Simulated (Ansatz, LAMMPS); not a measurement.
**Liquid hydrogen fluoride at 293 K (116 atoms) in motion**

Aim: follow liquid hydrogen fluoride at 293 K (116 atoms) for a short time with forces from DFT, then look at structure and electrons in the last frame.

Calculated with Ansatz 0.2.0; Kohn-Sham DFT, PBE, PAW (set soft_2), plane waves.

## (1) Starting point

The cell holds 116 atoms: 58 F and 58 H. Its edges and angles: a = 12.400 Å, b = 12.400 Å, c = 12.400 Å, α = 90.0°, β = 90.0°, γ = 90.0°. 58 hydrogen fluoride placed at random, at 1.01 g/cm³; overlaps pushed apart, then 10 ps at 393 K with a harmonic two-site HF with charges of 0.5 e and a 12-6 site on F. Snapshot after 20 ps at 293 K and fixed volume.

Before any run, some limits are plain. The network of bonds at the start is that of the classical potential that made the cell, and needn't be the one that DFT or experiment would give. Only the Γ point is sampled, in a cell whose shortest periodic width is 12 Å.

## (2) Single point at the start

The forces at the start show how far the geometry lies from a minimum of this functional.

input.yaml reads:

```yaml
crystal:
  lattice:
    - [12.40002, 0.0, 0.0]
    - [0.0, 12.40002, 0.0]
    - [0.0, 0.0, 12.40002]
  atoms:
    - { symbol: F, position: [0.19821, 0.4045, 0.98218] }
    - { symbol: H, position: [0.13643, 0.36633, 0.01418] }
    - { symbol: F, position: [0.01854, 0.87081, 0.70759] }
    - { symbol: H, position: [0.04047, 0.80529, 0.73798] }
    [... 106 atom lines left out ...]
    - { symbol: F, position: [0.9135, 0.50547, 0.78311] }
    - { symbol: H, position: [0.93172, 0.52785, 0.71019] }
    - { symbol: F, position: [0.92534, 0.5664, 0.6019] }
    - { symbol: H, position: [0.95709, 0.6104, 0.54361] }
    - { symbol: F, position: [0.4945, 0.94001, 0.75184] }
    - { symbol: H, position: [0.54096, 0.98334, 0.79995] }
kpoints:
  mp_grid: { grid: [1, 1, 1] }
hamiltonian:
  xc: pbe
scf:
  occupations: { method: gaussian, width: 0.05 }
output:
  forces: true
```

On the command line:

```
ansatz run input.yaml --threads 4 --pin off --max-ram 8192MiB --backend cpu --events-out ev --progress --plain --runs-dir out
```

Elapsed: 11 s, on 4 threads of Arm Neoverse V2, shared host; peak memory 2.1 GiB; 41 s of CPU time.

Read from the output:

| Property | Result |
| --- | --- |
| free energy | -47817.2741 eV |
| free energy per atom | -412.2179 eV/atom |
| SCF cycles | 9 |
| r.m.s. force component | 0.7668 eV/Å |
| longest force | 3.262 eV/Å |
| Fermi energy | -2.114 eV |

The r.m.s. force component of 0.77 eV/Å sets the starting point.

Length of the force by element:

| element | coordination | atoms | mean length of the force (eV/Å) | spread | least | most |
| --- | --- | --- | --- | --- | --- | --- |
| F | all | 58 | 1.28 | 0.648 | 0.240 | 3.26 |
| H | all | 58 | 1.00 | 0.678 | 0.115 | 2.95 |

## (3) Dynamics started at 293 K

A Langevin thermostat couples each atom to a heat bath, at the price of damped dynamics. The time step is 0.5 fs, short enough for the stretching of bonds to hydrogen.

input.yaml, as its differences from that of step 2:

```diff
@@ -15 +15,8 @@
   forces: true
+md:
+  timestep: 0.5
+  n_steps: 240
+  ensemble: nvt_langevin
+  temperature: 293
+  initial_velocities: maxwell_boltzmann
+  seed: 7559
```

The job ended after 32 min (4 threads; peak memory 2.3 GiB; 2.1 h of CPU time).

The program notes that it switched symmetry off.

The trajectory, sampled:

| time (fs) | T (K) | potential (meV/atom) |
| --- | --- | --- |
| 0.0 | 290 | 0.0 |
| 8.0 | 380 | -15.7 |
| 16.0 | 367 | -15.1 |
| 24.0 | 424 | -26.7 |
| 32.0 | 388 | -25.6 |
| 40.0 | 394 | -26.5 |
| 48.0 | 420 | -33.4 |
| 56.0 | 378 | -31.8 |
| 64.0 | 375 | -33.4 |
| 72.0 | 357 | -33.3 |
| 80.0 | 317 | -28.3 |
| 88.0 | 341 | -31.7 |
| 96.0 | 332 | -29.1 |
| 104.0 | 345 | -31.8 |
| 112.0 | 345 | -34.3 |
| 120.0 | 342 | -31.4 |

Mean square displacement from the first frame to the last: F 0.36 Å², H 0.24 Å².

Table of mean square displacement by time lag:

| time lag (fs) | F (Å²) | H (Å²) |
| --- | --- | --- |
| 0.5 | 1.3e-5 | 2.1e-4 |
| 2.5 | 3.3e-4 | 0.00496 |
| 5.0 | 0.00131 | 0.0173 |
| 7.5 | 0.00291 | 0.0334 |
| 12.5 | 0.00786 | 0.0741 |
| 15.0 | 0.0112 | 0.0947 |
| 17.5 | 0.0150 | 0.111 |
| 20.0 | 0.0192 | 0.121 |
| 22.5 | 0.0239 | 0.128 |
| 25.0 | 0.0290 | 0.131 |
| 27.5 | 0.0344 | 0.128 |
| 32.5 | 0.0464 | 0.114 |
| 35.0 | 0.0529 | 0.106 |
| 37.5 | 0.0597 | 0.0986 |
| 40.0 | 0.0669 | 0.0933 |
| 42.5 | 0.0743 | 0.0917 |
| 45.0 | 0.0820 | 0.0938 |
| 47.5 | 0.0900 | 0.0987 |
| 52.5 | 0.107 | 0.117 |
| 55.0 | 0.115 | 0.130 |
| 57.5 | 0.124 | 0.142 |
| 60.0 | 0.133 | 0.154 |

The drift taken off is the plain mean over atoms, not the centre of mass, so with hydrogen in the cell the heavy atoms' values at short lags are too large.

Over the second half of 120 fs the temperature averages 345 K with swings of 21 K r.m.s. From first frame to last F has the largest mean square displacement, 0.36 Å² at the end; the farthest move is 1.16 Å. The mean temperature of 345 K lies well off the 293 K of the input, so the thermostat hasn't yet brought the run to equilibrium. The run spans 0.12 ps, too short for its means to be equilibrium values.

## (4) Distances and neighbours late in the run

The g(r) is a mean over the second half.

Density 1.01 g/cm³, 16.44 Å³ an atom.

Mean of 14 frames. g(r), total and by pair (bins of 0.1 Å):

| r (Å) | total | F-F | F-H | H-H |
| --- | --- | --- | --- | --- |
| 0.75 | 0.00 | 0.00 | 0.00 | 0.00 |
| 0.85 | 0.02 | 0.00 | 0.04 | 0.00 |
| 0.95 | 12.70 | 0.00 | 25.40 | 0.00 |
| 1.05 | 1.32 | 0.00 | 2.64 | 0.00 |
| 1.15 | 0.00 | 0.00 | 0.00 | 0.00 |
| 1.25 | 0.00 | 0.00 | 0.00 | 0.00 |
| 1.35 | 0.12 | 0.00 | 0.24 | 0.00 |
| 1.45 | 1.01 | 0.00 | 2.02 | 0.00 |
| 1.55 | 1.52 | 0.00 | 3.05 | 0.00 |
| 1.65 | 1.43 | 0.00 | 2.84 | 0.02 |
| 1.75 | 0.59 | 0.00 | 1.14 | 0.08 |
| 1.85 | 0.34 | 0.00 | 0.56 | 0.24 |
| 1.95 | 0.20 | 0.00 | 0.12 | 0.54 |
| 2.05 | 0.28 | 0.00 | 0.08 | 0.96 |
| 2.15 | 0.39 | 0.00 | 0.08 | 1.40 |
| 2.25 | 0.53 | 0.04 | 0.04 | 1.98 |
| 2.35 | 0.81 | 0.93 | 0.10 | 2.10 |
| 2.45 | 1.14 | 2.60 | 0.15 | 1.64 |
| 2.55 | 1.11 | 2.97 | 0.32 | 0.84 |
| 2.65 | 0.77 | 1.68 | 0.41 | 0.59 |
| 2.75 | 0.60 | 1.06 | 0.53 | 0.26 |
| 2.85 | 0.82 | 1.00 | 0.80 | 0.66 |
| 2.95 | 0.88 | 0.96 | 1.00 | 0.58 |
| 3.05 | 0.94 | 0.75 | 1.07 | 0.85 |
| 3.15 | 1.17 | 1.05 | 1.44 | 0.76 |
| 3.25 | 1.11 | 0.81 | 1.41 | 0.81 |
| 3.35 | 1.05 | 0.96 | 1.21 | 0.83 |
| 3.45 | 1.15 | 1.27 | 1.26 | 0.82 |
| 3.55 | 0.99 | 0.86 | 1.14 | 0.81 |
| 3.65 | 0.98 | 0.93 | 1.12 | 0.77 |
| 3.75 | 1.06 | 1.00 | 1.08 | 1.08 |
| 3.85 | 1.10 | 0.98 | 1.15 | 1.10 |
| 3.95 | 1.03 | 0.93 | 1.04 | 1.09 |
| 4.05 | 1.00 | 0.76 | 1.00 | 1.26 |
| 4.15 | 1.08 | 0.69 | 1.09 | 1.44 |
| 4.25 | 0.98 | 0.67 | 1.00 | 1.27 |
| 4.35 | 1.02 | 0.91 | 0.96 | 1.23 |
| 4.45 | 1.02 | 0.94 | 0.99 | 1.18 |
| 4.55 | 1.05 | 1.12 | 0.92 | 1.22 |
| 4.65 | 1.00 | 1.19 | 0.86 | 1.09 |
| 4.75 | 1.06 | 1.40 | 0.93 | 0.97 |
| 4.85 | 1.00 | 1.33 | 0.87 | 0.94 |
| 4.95 | 0.95 | 1.05 | 0.95 | 0.85 |
| 5.05 | 0.91 | 0.96 | 0.92 | 0.85 |

## (5) Single point at the last frame

The last frame is solved once more, with the analyses that the dynamics left out.

input.yaml reads:

```yaml
crystal:
  lattice:
    - [12.40002, 0.0, 0.0]
    - [0.0, 12.40002, 0.0]
    - [0.0, 0.0, 12.40002]
  atoms:
    - { symbol: F, position: [0.18901, 0.38018, 0.99107] }
    - { symbol: H, position: [0.14117, 0.34788, 0.0407] }
    - { symbol: F, position: [0.0659, 0.87492, 0.69389] }
    - { symbol: H, position: [0.07817, 0.80407, 0.72035] }
    [... 106 atom lines left out ...]
    - { symbol: F, position: [0.8711, 0.50006, 0.79521] }
    - { symbol: H, position: [0.91263, 0.51985, 0.73351] }
    - { symbol: F, position: [0.92185, 0.59832, 0.57221] }
    - { symbol: H, position: [0.97547, 0.64737, 0.54405] }
    - { symbol: F, position: [0.50701, 0.95074, 0.71314] }
    - { symbol: H, position: [0.50724, 0.96648, 0.78584] }
kpoints:
  mp_grid: { grid: [1, 1, 1] }
hamiltonian:
  xc: pbe
scf:
  occupations: { method: gaussian, width: 0.05 }
output:
  forces: true
  stress: true
  populations: true
  dos:
    method: { smearing: { sigma: 0.15 } }
    de: 0.1
    projected: { site_lists: { F: [F], H: [H] } }
  eigenvalues: true
  write_density: true
  write_potential: true
  volumetric_format: npy
```

Wall time 25 s (4 threads); peak memory 2.2 GiB.

The program notes that the exchange-correlation potential is rough where the density is thin.

The run gave:

```yaml
free_energy: -47820.9222 eV
free_energy_per_atom: -412.2493 eV/atom
scf_cycles: 9
pressure: 0.08532 GPa
r_m_s_force_component: 0.5809 eV/Å
longest_force: 2.345 eV/Å
fermi_energy: -2.517 eV
spacing_of_highest_filled_and_lowest_empty_level: 6.787 eV
spilling_of_the_projection: 0.006975
```

Length of the force by element:

| element | coordination | atoms | mean length of the force (eV/Å) | spread | least | most |
| --- | --- | --- | --- | --- | --- | --- |
| F | all | 58 | 0.888 | 0.547 | 0.0588 | 2.30 |
| H | all | 58 | 0.830 | 0.498 | 0.125 | 2.35 |

Löwdin charges by element (they lack the spilled electrons, 0.028 e an atom on average):

| element | coordination | atoms | mean charge (e) | spread | least | most |
| --- | --- | --- | --- | --- | --- | --- |
| F | all | 58 | -0.437 | 0.0208 | -0.483 | -0.393 |
| H | all | 58 | 0.493 | 0.0139 | 0.469 | 0.534 |

Density of states as counts of states in windows of 1 eV (from the Fermi level), total and the larger projections:

| from (eV) | to (eV) | total | F p | H s |
| --- | --- | --- | --- | --- |
| -14 | -11 | 0.0 | 0.0 | 0.0 |
| -11 | -10 | 2.2 | 1.7 | 0.4 |
| -10 | -9 | 26.3 | 19.8 | 4.7 |
| -9 | -8 | 36.0 | 28.1 | 5.0 |
| -8 | -7 | 38.6 | 31.9 | 3.4 |
| -7 | -6 | 12.9 | 11.0 | 0.8 |
| -6 | -5 | 27.2 | 27.0 | 0.1 |
| -5 | -4 | 154.2 | 153.2 | 0.3 |
| -4 | -3 | 50.6 | 50.3 | 0.1 |
| -3 | 3 | 0.0 | 0.0 | 0.0 |
| 3 | 4 | 2.0 | 0.1 | 1.3 |
| 4 | 5 | 11.9 | 0.8 | 7.3 |

Between -26 and -14 eV lie 116 more states.

The levels nearest the highest filled one (over half full), pooled over k-points and spins:

| level less the highest filled one (eV) | occupation |
| --- | --- |
| -0.256 | 2 |
| -0.228 | 2 |
| -0.162 | 2 |
| -0.149 | 2 |
| -0.0874 | 2 |
| 0 | 2 |
| 6.79 | 0 |
| 7.76 | 0 |
| 7.85 | 0 |
| 7.92 | 0 |
| 7.98 | 0 |
| 8.10 | 0 |

Mean Löwdin charges: F -0.44, H +0.49 e (they miss 0.70 % of the electrons, so they add up to more than the cell's charge). The largest share in the top eV of filled states is F p (100 % of the projected weight), and in the lowest eV of empty states H s (79 % of the projected weight).

## (6) Results

```json
{
 "mean temperature, second half": "345.4 K",
 "temperature swing, second half": "20.61 K",
 "free energy per atom": "-412.2493 eV/atom",
 "pressure": "0.08532 GPa",
 "r.m.s. force component": "0.5809 eV/Å",
 "gap (highest filled to lowest empty level)": "6.787 eV",
 "wall time of the 3 DFT runs": "32 min"
}
```

Over the second half of 120 fs the temperature averages 345 K with swings of 21 K r.m.s. The mean temperature of 345 K lies well off the 293 K of the input, so the thermostat hasn't yet brought the run to equilibrium. The run spans 0.12 ps, too short for its means to be equilibrium values. The highest filled and lowest empty levels differ by 6.79 eV (at Γ alone); a semilocal functional tends to put such gaps too low. In a disordered cell it changes from sample to sample and from frame to frame.

**Limits.** The pressure of a single frame lacks the kinetic term, about 0.29 GPa here.

[Logs are printed without paths, hosts, clocks, repeated set-up lines and the standing remarks that a program may print on its own settings, such as how far it seeks lower states.]

[Hosts, paths, dates, database ids (printed as entryN), source tags and the programs' standing remarks are cut or masked in the printed files.]
